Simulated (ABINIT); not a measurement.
# Quasiparticle gap of SiO2 (Stishovite) in ABINIT, part 2 of 3

Aim: the G0W0 gap of SiO2 (Stishovite) on LDA, step by step.

ABINIT 10.8.3; LDA and many-body steps on it, plane waves. Known limits of the many-body steps: not at the basis limit; coarse k mesh.

So far. Step 2 (Ground state): The gap is direct, at Γ.

### 3. Bands along the symmetry lines

Level of this step: DFT, LDA, plane waves, norm-conserving pseudopotentials (ABINIT).

The cheap functional maps the bands first; the places of the edges decide which points the dearer methods must see.

Contents of run.abi:

```
acell 3*1.0 Angstrom
rprim 
  4.177300000000 0.000000000000 0.000000000000
  0.000000000000 4.177300000000 0.000000000000
  0.000000000000 0.000000000000 2.665200000000
ntypat 2
znucl 14 8
natom 6
typat 1 1 2 2 2 2
xred 
  0.000000000000 0.000000000000 0.000000000000
  0.500000000000 0.500000000000 0.500000000000
  0.305900000000 0.305900000000 0.000000000000
  0.194100000000 0.805900000000 0.500000000000
  0.694100000000 0.694100000000 0.000000000000
  0.805900000000 0.194100000000 0.500000000000
pp_dirpath "pseudos"
pseudos "Si.upf, O.upf"
ecut 36
iscf -2
irdden 1
kptopt 0
nkpt 75
kpt 
  0.00000000 0.00000000 0.00000000
  0.00000000 0.06250000 0.00000000
  0.00000000 0.12500000 0.00000000
  0.00000000 0.18750000 0.00000000
  0.00000000 0.25000000 0.00000000
  0.00000000 0.31250000 0.00000000
  0.00000000 0.37500000 0.00000000
  0.00000000 0.43750000 0.00000000
  0.00000000 0.50000000 0.00000000
  0.06250000 0.50000000 0.00000000
  0.12500000 0.50000000 0.00000000
  0.18750000 0.50000000 0.00000000
  0.25000000 0.50000000 0.00000000
  0.31250000 0.50000000 0.00000000
  0.37500000 0.50000000 0.00000000
  0.43750000 0.50000000 0.00000000
  0.50000000 0.50000000 0.00000000
  0.43750000 0.43750000 0.00000000
  0.37500000 0.37500000 0.00000000
  0.31250000 0.31250000 0.00000000
  0.25000000 0.25000000 0.00000000
  0.18750000 0.18750000 0.00000000
  0.12500000 0.12500000 0.00000000
  0.06250000 0.06250000 0.00000000
  0.00000000 0.00000000 0.00000000
  0.00000000 0.00000000 0.06250000
  0.00000000 0.00000000 0.12500000
  0.00000000 0.00000000 0.18750000
  0.00000000 0.00000000 0.25000000
  0.00000000 0.00000000 0.31250000
  0.00000000 0.00000000 0.37500000
  0.00000000 0.00000000 0.43750000
  0.00000000 0.00000000 0.50000000
  0.00000000 0.06250000 0.50000000
  0.00000000 0.12500000 0.50000000
  0.00000000 0.18750000 0.50000000
  0.00000000 0.25000000 0.50000000
  0.00000000 0.31250000 0.50000000
  0.00000000 0.37500000 0.50000000
  0.00000000 0.43750000 0.50000000
  0.00000000 0.50000000 0.50000000
  0.06250000 0.50000000 0.50000000
  0.12500000 0.50000000 0.50000000
  0.18750000 0.50000000 0.50000000
  0.25000000 0.50000000 0.50000000
  0.31250000 0.50000000 0.50000000
  0.37500000 0.50000000 0.50000000
  0.43750000 0.50000000 0.50000000
  0.50000000 0.50000000 0.50000000
  0.43750000 0.43750000 0.50000000
  0.37500000 0.37500000 0.50000000
  0.31250000 0.31250000 0.50000000
  0.25000000 0.25000000 0.50000000
  0.18750000 0.18750000 0.50000000
  0.12500000 0.12500000 0.50000000
  0.06250000 0.06250000 0.50000000
  0.00000000 0.00000000 0.50000000
  0.00000000 0.50000000 0.00000000
  0.00000000 0.50000000 0.06250000
  0.00000000 0.50000000 0.12500000
  0.00000000 0.50000000 0.18750000
  0.00000000 0.50000000 0.25000000
  0.00000000 0.50000000 0.31250000
  0.00000000 0.50000000 0.37500000
  0.00000000 0.50000000 0.43750000
  0.00000000 0.50000000 0.50000000
  0.50000000 0.50000000 0.00000000
  0.50000000 0.50000000 0.06250000
  0.50000000 0.50000000 0.12500000
  0.50000000 0.50000000 0.18750000
  0.50000000 0.50000000 0.25000000
  0.50000000 0.50000000 0.31250000
  0.50000000 0.50000000 0.37500000
  0.50000000 0.50000000 0.43750000
  0.50000000 0.50000000 0.50000000
istwfk *1
nband 28
nbdbuf 7
tolwfr 1e-07
nstep 50
prtwf 0
prtvol 0
indata_prefix "in"
outdata_prefix "out"
tmpdata_prefix "tmp"
```

The run is started by

```console
> OMP_NUM_THREADS=1 mpirun -n 4 abinit run.abi > log
```

Numbers of over 12 decimals in the logs are rounded to 6 here.

What it wrote:

```text
.Version 10.8.3 of ABINIT. v10.8.2 released Aug 2026.

 Symmetries : space group P4_2/m n m (#136); Bravais tP (primitive tetrag.)
[... echo of the input left out ...]
== DATASET  1 ==================================================================
-   mpi_nproc: 4, omp_nthreads: 1 (-1 if OMP is not activated)

--- !DatasetInfo
iteration_state: {dtset: 1, }
dimensions: {natom: 6, nkpt: 75, mband: 28, nsppol: 1, nspinor: 1, nspden: 1, mpw: 3273, }
cutoff_energies: {ecut:  36.0, pawecutdg:  -1.0, }
electrons: {nelect:   3.20000000E+01, charge:   0.00000000E+00, occopt:   1.00000000E+00, tsmear:   1.00000000E-02, }

 Real(R)+Recip(G) space primitive vectors, cartesian coordinates (Bohr,Bohr^-1):
 R(1)=  7.8939529  0.0000000  0.0000000  G(1)=  0.1266792  0.0000000  0.0000000
 R(2)=  0.0000000  7.8939529  0.0000000  G(2)=  0.0000000  0.1266792  0.0000000
 R(3)=  0.0000000  0.0000000  5.0364981  G(3)=  0.0000000  0.0000000  0.1985507
 Unit cell volume ucvol=  3.1384682E+02 bohr^3
 Angles (23,13,12)=  9.00000000E+01  9.00000000E+01  9.00000000E+01 degrees

 getcut: wavevector=  0.0000  0.0000  0.0000  ngfft=  45  45  30
         ecut(hartree)=     36.000   => boxcut(ratio)=   2.06368

--- Pseudopotential description ------------------------------------------------
- Si Generated using ONCVPSP code by D. R. Hamann
- 14.00000   4.00000  180309                  znucl, zion, pspdat
12 -1012 2 -1 1510                            pspcod,pspxc,lmax,lloc,mmax
     nproj     2     2     2
  pspatm : epsatm=    6.67003958
         --- l  ekb(1:nproj) -->
             0    5.565958    0.856966
             1    2.726111    0.629828
             2   -2.124804   -0.444604
 pspatm: atomic psp has been read  and splines computed

- O Generated using ONCVPSP code by D. R. Hamann
-  8.00000   6.00000  201201                  znucl, zion, pspdat
12 -1012 2 -1 926                             pspcod,pspxc,lmax,lloc,mmax
     nproj     2     2     1
  pspatm : epsatm=    6.27558587
         --- l  ekb(1:nproj) -->
[...]
2   -1.033686
 pspatm: atomic psp has been read  and splines computed

--------------------------------------------------------------------------------

================================================================================
 prteigrs : about to open file out_EIG
 Non-SCF case, kpt    1 (  0.00000  0.00000  0.00000), residuals and eigenvalues=
  4.05E-08  2.61E-08  5.11E-08  2.89E-08  4.66E-08  3.63E-08  4.42E-08  5.92E-08
  6.24E-08  4.22E-08  4.08E-08  6.11E-08  6.17E-08  3.43E-08  3.90E-08  6.40E-08
  3.00E-08  5.90E-08  5.70E-08  4.17E-08  6.48E-08  5.49E-08  1.14E-05  1.31E-05
  2.40E-04  3.76E-03  2.89E-04  1.02E-03
 -5.6576E-01 -4.2781E-01 -4.2781E-01 -4.1921E-01 -1.4497E-01  1.6544E-02
  1.6544E-02  2.1620E-02  5.5407E-02  6.5332E-02  1.3850E-01  1.3850E-01
  1.6186E-01  2.2251E-01  2.2251E-01  2.5573E-01  4.6391E-01  4.9441E-01
[...]
Non-SCF case, kpt   74 (  0.50000  0.50000  0.43750), residuals and eigenvalues=
[...]
Non-SCF case, kpt   75 (  0.50000  0.50000  0.50000), residuals and eigenvalues=
[...]
1.8996E-01  1.8996E-01  1.9827E-01  1.9827E-01  5.1572E-01  5.1572E-01
  6.5303E-01  6.5303E-01  6.7722E-01  6.7722E-01  7.6145E-01  7.6145E-01
[...]
--- !ResultsGS
iteration_state: {dtset: 1, }
comment   : Summary of ground state results
lattice_vectors:
- [  7.8939529,   0.0000000,   0.0000000, ]
- [  0.0000000,   7.8939529,   0.0000000, ]
- [  0.0000000,   0.0000000,   5.0364981, ]
lattice_lengths: [   7.89395,    7.89395,    5.03650, ]
lattice_angles: [ 90.000,  90.000,  90.000, ] # degrees, (23, 13, 12)
lattice_volume:   3.1384682E+02
convergence: {deltae:  0.000E+00, res2:  0.000E+00, residm:  9.970E-08, diffor:  0.000E+00, }
etotal    :  -7.48719969E+01
entropy   :   0.00000000E+00
fermie    :   2.55733456E-01
cartesian_stress_tensor: null
pressure_GPa: null
xred      :
- [  0.0000E+00,   0.0000E+00,   0.0000E+00, Si]
- [  5.0000E-01,   5.0000E-01,   5.0000E-01, Si]
- [  3.0590E-01,   3.0590E-01,   0.0000E+00,  O]
- [  1.9410E-01,   8.0590E-01,   5.0000E-01,  O]
- [  6.9410E-01,   6.9410E-01,   0.0000E+00,  O]
- [  8.0590E-01,   1.9410E-01,   5.0000E-01,  O]
cartesian_forces: null
force_length_stats: {min: null, max: null, mean: null, }

 Integrated electronic density in atomic spheres:
 ------------------------------------------------
 Atom  Sphere_radius  Integrated_density
[...]
================================================================================

 ----iterations are completed or convergence reached----

 Mean square residual over all n,k,spin=   50.054E-09; max=  99.697E-09
 reduced coordinates (array xred) for    6 atoms
[...]
0.694100000000      0.694100000000      0.000000000000
       0.805900000000      0.194100000000      0.500000000000

 cartesian coordinates (angstrom) at end:
[...]
length scales=  1.889726125908  1.889726125908  1.889726125908 bohr
              =  1.000000000000  1.000000000000  1.000000000000 angstroms
 prteigrs : about to open file out_EIG
 Eigenvalues (hartree) for nkpt=  75  k points:
 kpt#   1, nband= 28, wtk=  1.00000, kpt=  0.0000  0.0000  0.0000 (reduced coord)
[...]
kpt#   2, nband= 28, wtk=  1.00000, kpt=  0.0000  0.0625  0.0000 (reduced coord)
[...]
kpt#   3, nband= 28, wtk=  1.00000, kpt=  0.0000  0.1250  0.0000 (reduced coord)
[...]
kpt#  74, nband= 28, wtk=  1.00000, kpt=  0.5000  0.5000  0.4375 (reduced coord)
[...]
0.81569    0.81682    0.82458    0.82608
 kpt#  75, nband= 28, wtk=  1.00000, kpt=  0.5000  0.5000  0.5000 (reduced coord)
[...]
0.08729    0.08729    0.08804    0.08804    0.18996    0.18996    0.19827    0.19827
   0.51572    0.51572    0.65303    0.65303    0.67722    0.67722    0.76145    0.76145
   0.82128    0.82209    0.82997    0.83200

== END DATASET(S) ==============================================================
================================================================================

 -outvars: echo values of variables after computation  --------
            nband          28
             nkpt          75
          spgroup         136
 [... the other variables as echoed above ...]

 Calculation completed.
```

Run time: 25 s. Hardware: 4 MPI ranks of Arm Neoverse V2, shared host; peak memory 0.35 GiB; 99 s of CPU time.

This step gave:

```yaml
gap: 5.665 eV
k_of_the_valence_top: 0, 0, 0
k_of_the_conduction_bottom: 0, 0, 0
least_direct_gap: 5.665 eV
```

The gap is 5.665 eV, as in the run before at this level.

Electronic bands along the path, in eV, zero at the top of the highest filled band:

```tsv
point	band 13	band 14	band 15	band 16	band 17	band 18	band 19	band 20
Γ	-2.55	-0.90	-0.90	0.00	5.66	6.49	8.41	8.41
halfway	-2.52	-2.09	-1.00	-0.46	6.50	7.03	8.58	8.59
X	-2.74	-2.74	-1.08	-1.08	7.65	7.65	8.95	8.95
halfway	-2.98	-2.98	-1.49	-1.49	7.43	7.43	9.43	9.43
M	-2.71	-2.71	-2.31	-2.31	7.31	7.31	9.92	9.92
halfway	-2.62	-2.50	-1.48	-0.81	6.71	7.52	8.55	9.35
Γ	-2.55	-0.90	-0.90	0.00	5.66	6.49	8.41	8.41
halfway	-4.41	-1.54	-1.54	-0.81	7.41	9.66	9.97	11.13
Z	-3.14	-3.14	-2.71	-2.71	8.92	8.92	12.42	12.42
halfway	-2.85	-2.85	-2.29	-2.29	8.82	8.82	10.70	10.70
R	-2.33	-2.33	-1.78	-1.78	8.61	8.61	9.77	9.77
halfway	-2.29	-2.29	-1.65	-1.65	7.60	7.60	10.54	10.54
A	-1.79	-1.79	-1.56	-1.56	7.07	7.07	10.81	10.81
halfway	-2.60	-2.50	-2.37	-1.86	7.89	8.38	10.45	11.54
Z	-3.14	-3.14	-2.71	-2.71	8.92	8.92	12.42	12.42
jump to X	-2.74	-2.74	-1.08	-1.08	7.65	7.65	8.95	8.95
halfway	-2.92	-2.92	-1.45	-1.45	8.96	8.96	10.40	10.40
R	-2.33	-2.33	-1.78	-1.78	8.61	8.61	9.77	9.77
jump to M	-2.71	-2.71	-2.31	-2.31	7.31	7.31	9.92	9.92
halfway	-1.95	-1.95	-1.75	-1.75	8.03	8.03	11.32	11.32
A	-1.79	-1.79	-1.56	-1.56	7.07	7.07	10.81	10.81
```

### 4. Empty states on the mesh, 4×4×4 mesh, 123 bands

The sums over transitions need many empty states on a uniform mesh; this step solves for them.

Contents of run.abi:

```
acell 3*1.0 Angstrom
rprim 
  4.177300000000 0.000000000000 0.000000000000
  0.000000000000 4.177300000000 0.000000000000
  0.000000000000 0.000000000000 2.665200000000
ntypat 2
znucl 14 8
natom 6
typat 1 1 2 2 2 2
xred 
  0.000000000000 0.000000000000 0.000000000000
  0.500000000000 0.500000000000 0.500000000000
  0.305900000000 0.305900000000 0.000000000000
  0.194100000000 0.805900000000 0.500000000000
  0.694100000000 0.694100000000 0.000000000000
  0.805900000000 0.194100000000 0.500000000000
pp_dirpath "pseudos"
pseudos "Si.upf, O.upf"
ecut 36
ngkpt 4 4 4
nshiftk 1
shiftk 0 0 0
kptopt 1
chksymbreak 0
irdden 1
istwfk *1
nband 123
prtvol 0
optdriver 6
gwr_task "HDIAGO"
paral_kgb 0
occopt 1
indata_prefix "in"
outdata_prefix "out"
tmpdata_prefix "tmp"
```

What it wrote:

```text
[banner, memory and clock lines left out]
.Version 10.8.3 of ABINIT. v10.8.2 released Aug 2026.

 Symmetries : space group P4_2/m n m (#136); Bravais tP (primitive tetrag.)
[... echo of the input left out ...]
== DATASET  1 ==================================================================
-   mpi_nproc: 4, omp_nthreads: 1 (-1 if OMP is not activated)

--- !DatasetInfo
iteration_state: {dtset: 1, }
dimensions: {natom: 6, nkpt: 18, mband: 123, nsppol: 1, nspinor: 1, nspden: 1, mpw: 3273, }
cutoff_energies: {ecut:  36.0, pawecutdg:  -1.0, }
electrons: {nelect:   3.20000000E+01, charge:   0.00000000E+00, occopt:   1.00000000E+00, tsmear:   1.00000000E-02, }

.Using double precision arithmetic; gwpc =  8

- Reading GS density from: in_DEN

--- Pseudopotential description ------------------------------------------------
- Si Generated using ONCVPSP code by D. R. Hamann
- 14.00000   4.00000  180309                  znucl, zion, pspdat
12 -1012 2 -1 1510                            pspcod,pspxc,lmax,lloc,mmax
     nproj     2     2     2
  pspatm : epsatm=    6.67003958
         --- l  ekb(1:nproj) -->
             0    5.565958    0.856966
             1    2.726111    0.629828
             2   -2.124804   -0.444604
 pspatm: atomic psp has been read  and splines computed

- O Generated using ONCVPSP code by D. R. Hamann
-  8.00000   6.00000  201201                  znucl, zion, pspdat
12 -1012 2 -1 926                             pspcod,pspxc,lmax,lloc,mmax
     nproj     2     2     1
  pspatm : epsatm=    6.27558587
         --- l  ekb(1:nproj) -->
             0    6.026028    0.816167
             1   -4.798959   -1.172522
             2   -1.033686
 pspatm: atomic psp has been read  and splines computed

   1.23015752E+03                                ecore*ucvol(ha*bohr**3)

 Total charge density [el/Bohr^3]
)     Maximum=    1.0144E+00  at reduced coord.    0.2444    0.8444    0.5000
)     Minimum=    8.4002E-04  at reduced coord.    0.0000    0.0000    0.0000
   Integrated=    3.2000E+01

 === KS gaps after direct diagonalization ===
 Direct band gap semiconductor
 Fundamental gap:     5.665 (eV)
   VBM:     6.959 (eV) at k: [ 0.0000E+00,  0.0000E+00,  0.0000E+00]
   CBM:    12.624 (eV) at k: [ 0.0000E+00,  0.0000E+00,  0.0000E+00]
 Direct gap:         5.665 (eV) at k: [ 0.0000E+00,  0.0000E+00,  0.0000E+00]

== END DATASET(S) ==============================================================

 -outvars: echo values of variables after computation  --------
           etotal      0.0000000000E+00
            nband         123
             nkpt          18
          spgroup         136
 [... the other variables as echoed above ...]

 Calculation completed.
```

Run time: 1.8 min. Hardware: 4 MPI ranks; peak memory 2.5 GiB.

This step gave:

```
gap                                                           : 5.665 eV
k of the valence top                                          : 0, 0, 0
k of the conduction bottom                                    : 0, 0, 0
least direct gap                                              : 5.665 eV
k points computed                                             : 18
lowest point of the top converged band, above the valence top : 78.4646 eV
```

On this mesh the gap is 5.665 eV.

### 5. Screening, 4×4×4 mesh, 115 bands, screening to 130.6 eV

The RPA dielectric matrix is built and inverted for each q.

This step: RPA screening on LDA, plane waves, norm-conserving pseudopotentials.

Changes to run.abi since step 4:

```diff
@@ -24,10 +24,11 @@
 chksymbreak 0
-irdden 1
 istwfk *1
-nband 123
-prtvol 0
-optdriver 6
-gwr_task "HDIAGO"
-paral_kgb 0
 occopt 1
+irdwfk 1
+optdriver 3
+nband 115
+ecuteps 4.8
+inclvkb 2
+awtr 1
+symchi 1
 indata_prefix "in"
```

What it wrote:

```text
.Version 10.8.3 of ABINIT. v10.8.2 released Aug 2026.

 Symmetries : space group P4_2/m n m (#136); Bravais tP (primitive tetrag.)
[... echo of the input left out ...]
== DATASET  1 ==================================================================
-   mpi_nproc: 4, omp_nthreads: 1 (-1 if OMP is not activated)

--- !DatasetInfo
iteration_state: {dtset: 1, }
dimensions: {natom: 6, nkpt: 18, mband: 115, nsppol: 1, nspinor: 1, nspden: 1, mpw: 3273, }
cutoff_energies: {ecut:  36.0, pawecutdg:  -1.0, }
electrons: {nelect:   3.20000000E+01, charge:   0.00000000E+00, occopt:   1.00000000E+00, tsmear:   1.00000000E-02, }

 SCREENING: Calculation of the susceptibility and dielectric matrices

 Based on a program developped by R.W. Godby, V. Olevano, G. Onida, and L. Reining.
 Incorporated in ABINIT by V. Olevano, G.-M. Rignanese, and M. Torrent.
.Using double precision arithmetic ; gwpc =  8

[... cell and pseudopotentials left out ...]
--------------------------------------------------------------------------------

 ==== K-mesh for the wavefunctions ====
 Number of points in the irreducible wedge :    18
[... list of points left out ...]
 Together with 16 symmetry operations and time-reversal symmetry
 yields    64 points in the full Brillouin Zone.

 ==== Q-mesh for the screening function ====
 Number of points in the irreducible wedge :    18
[... list of points left out ...]
 Together with 16 symmetry operations and time-reversal symmetry
 yields    64 points in the full Brillouin Zone.

 setmesh: FFT mesh size selected  =    30x   30x   20
          total number of points  =        18000

 vcoul_init : cutoff-mode = AUXILIARY_FUNCTION
 q-points for optical limit:   1
     1)      0.000010    0.000020    0.000030

- screening: taking advantage of time-reversal symmetry
- Maximum band index for partially occupied states nbvw = 16
- Remaining bands to be divided among processors   nbcw = 99
- Number of bands treated by each node ~24

 Number of electrons calculated from density =   32.0000; Expected =   32.0000
 average of density, n =  0.101961
 r_s =    1.3279
 omega_plasma =   30.8015 [eV]

 calculating chi0 at frequencies [eV] :
  1    0.000000E+00    0.000000E+00
  2    0.000000E+00    3.080149E+01

--------------------------------------------------------------------------------
  q-point number  1        q = ( 0.000000, 0.000000, 0.000000) [r.l.u.]
--------------------------------------------------------------------------------
[... chi0 elements left out ...]
 For q-point:  0.000010 0.000020 0.000030
  dielectric constant =   3.4443
  dielectric constant without local fields =   3.7028

  Average fulfillment of the sum rule on Im[epsilon] for q-point    1 :     69.52  [%]
[... wings left out ...]
  q-point number  2        q = ( 0.250000, 0.000000, 0.000000) [r.l.u.]
--------------------------------------------------------------------------------
[... chi0 elements left out ...]
  Average fulfillment of the sum rule on Im[epsilon] for q-point    2 :     80.81  [%]

 [... 16 further q-points ...]
```

Run time: 67 s. Hardware: 4 MPI ranks; peak memory 1.3 GiB.

This step gave:

```yaml
eps_infinity_with_local_fields_on_this_mesh_along_the_program_s_q_direction: 3.444
the_same_without_local_fields: 3.703
plasma_frequency: 30.80 eV
plane_waves_in_the_screening_matrix: 161
```

Local fields lower ε∞ by 7 %. On a Γ-centred mesh this coarse the value itself is usually too large, while a short band sum pulls it down.

[end of part 2 of 3]

[Paths, hosts, dates, memory and timing lines, banners, echoed tables and standing remarks are left out of the program output.]

[Logs are printed without paths, hosts, clocks, repeated set-up lines and the standing remarks that a program may print on its own settings, such as how far it seeks lower states.]

[Runs of the session that timed out or met a known fault of the program may be left out.]

[Hosts, paths, dates, database ids (printed as entryN), source tags and the programs' standing remarks are cut or masked in the printed files.]

[G0W0 gaps are taken among the corrected bands and points alone; a level outside them can change the order at an edge.]

[Where Ansatz stands beside ABINIT at settings called matched, ABINIT's density can come from a denser mesh and the files from another edition; pairs whose starting gaps differed by over 0.03 eV were left out, so agreement reads better than it is.]
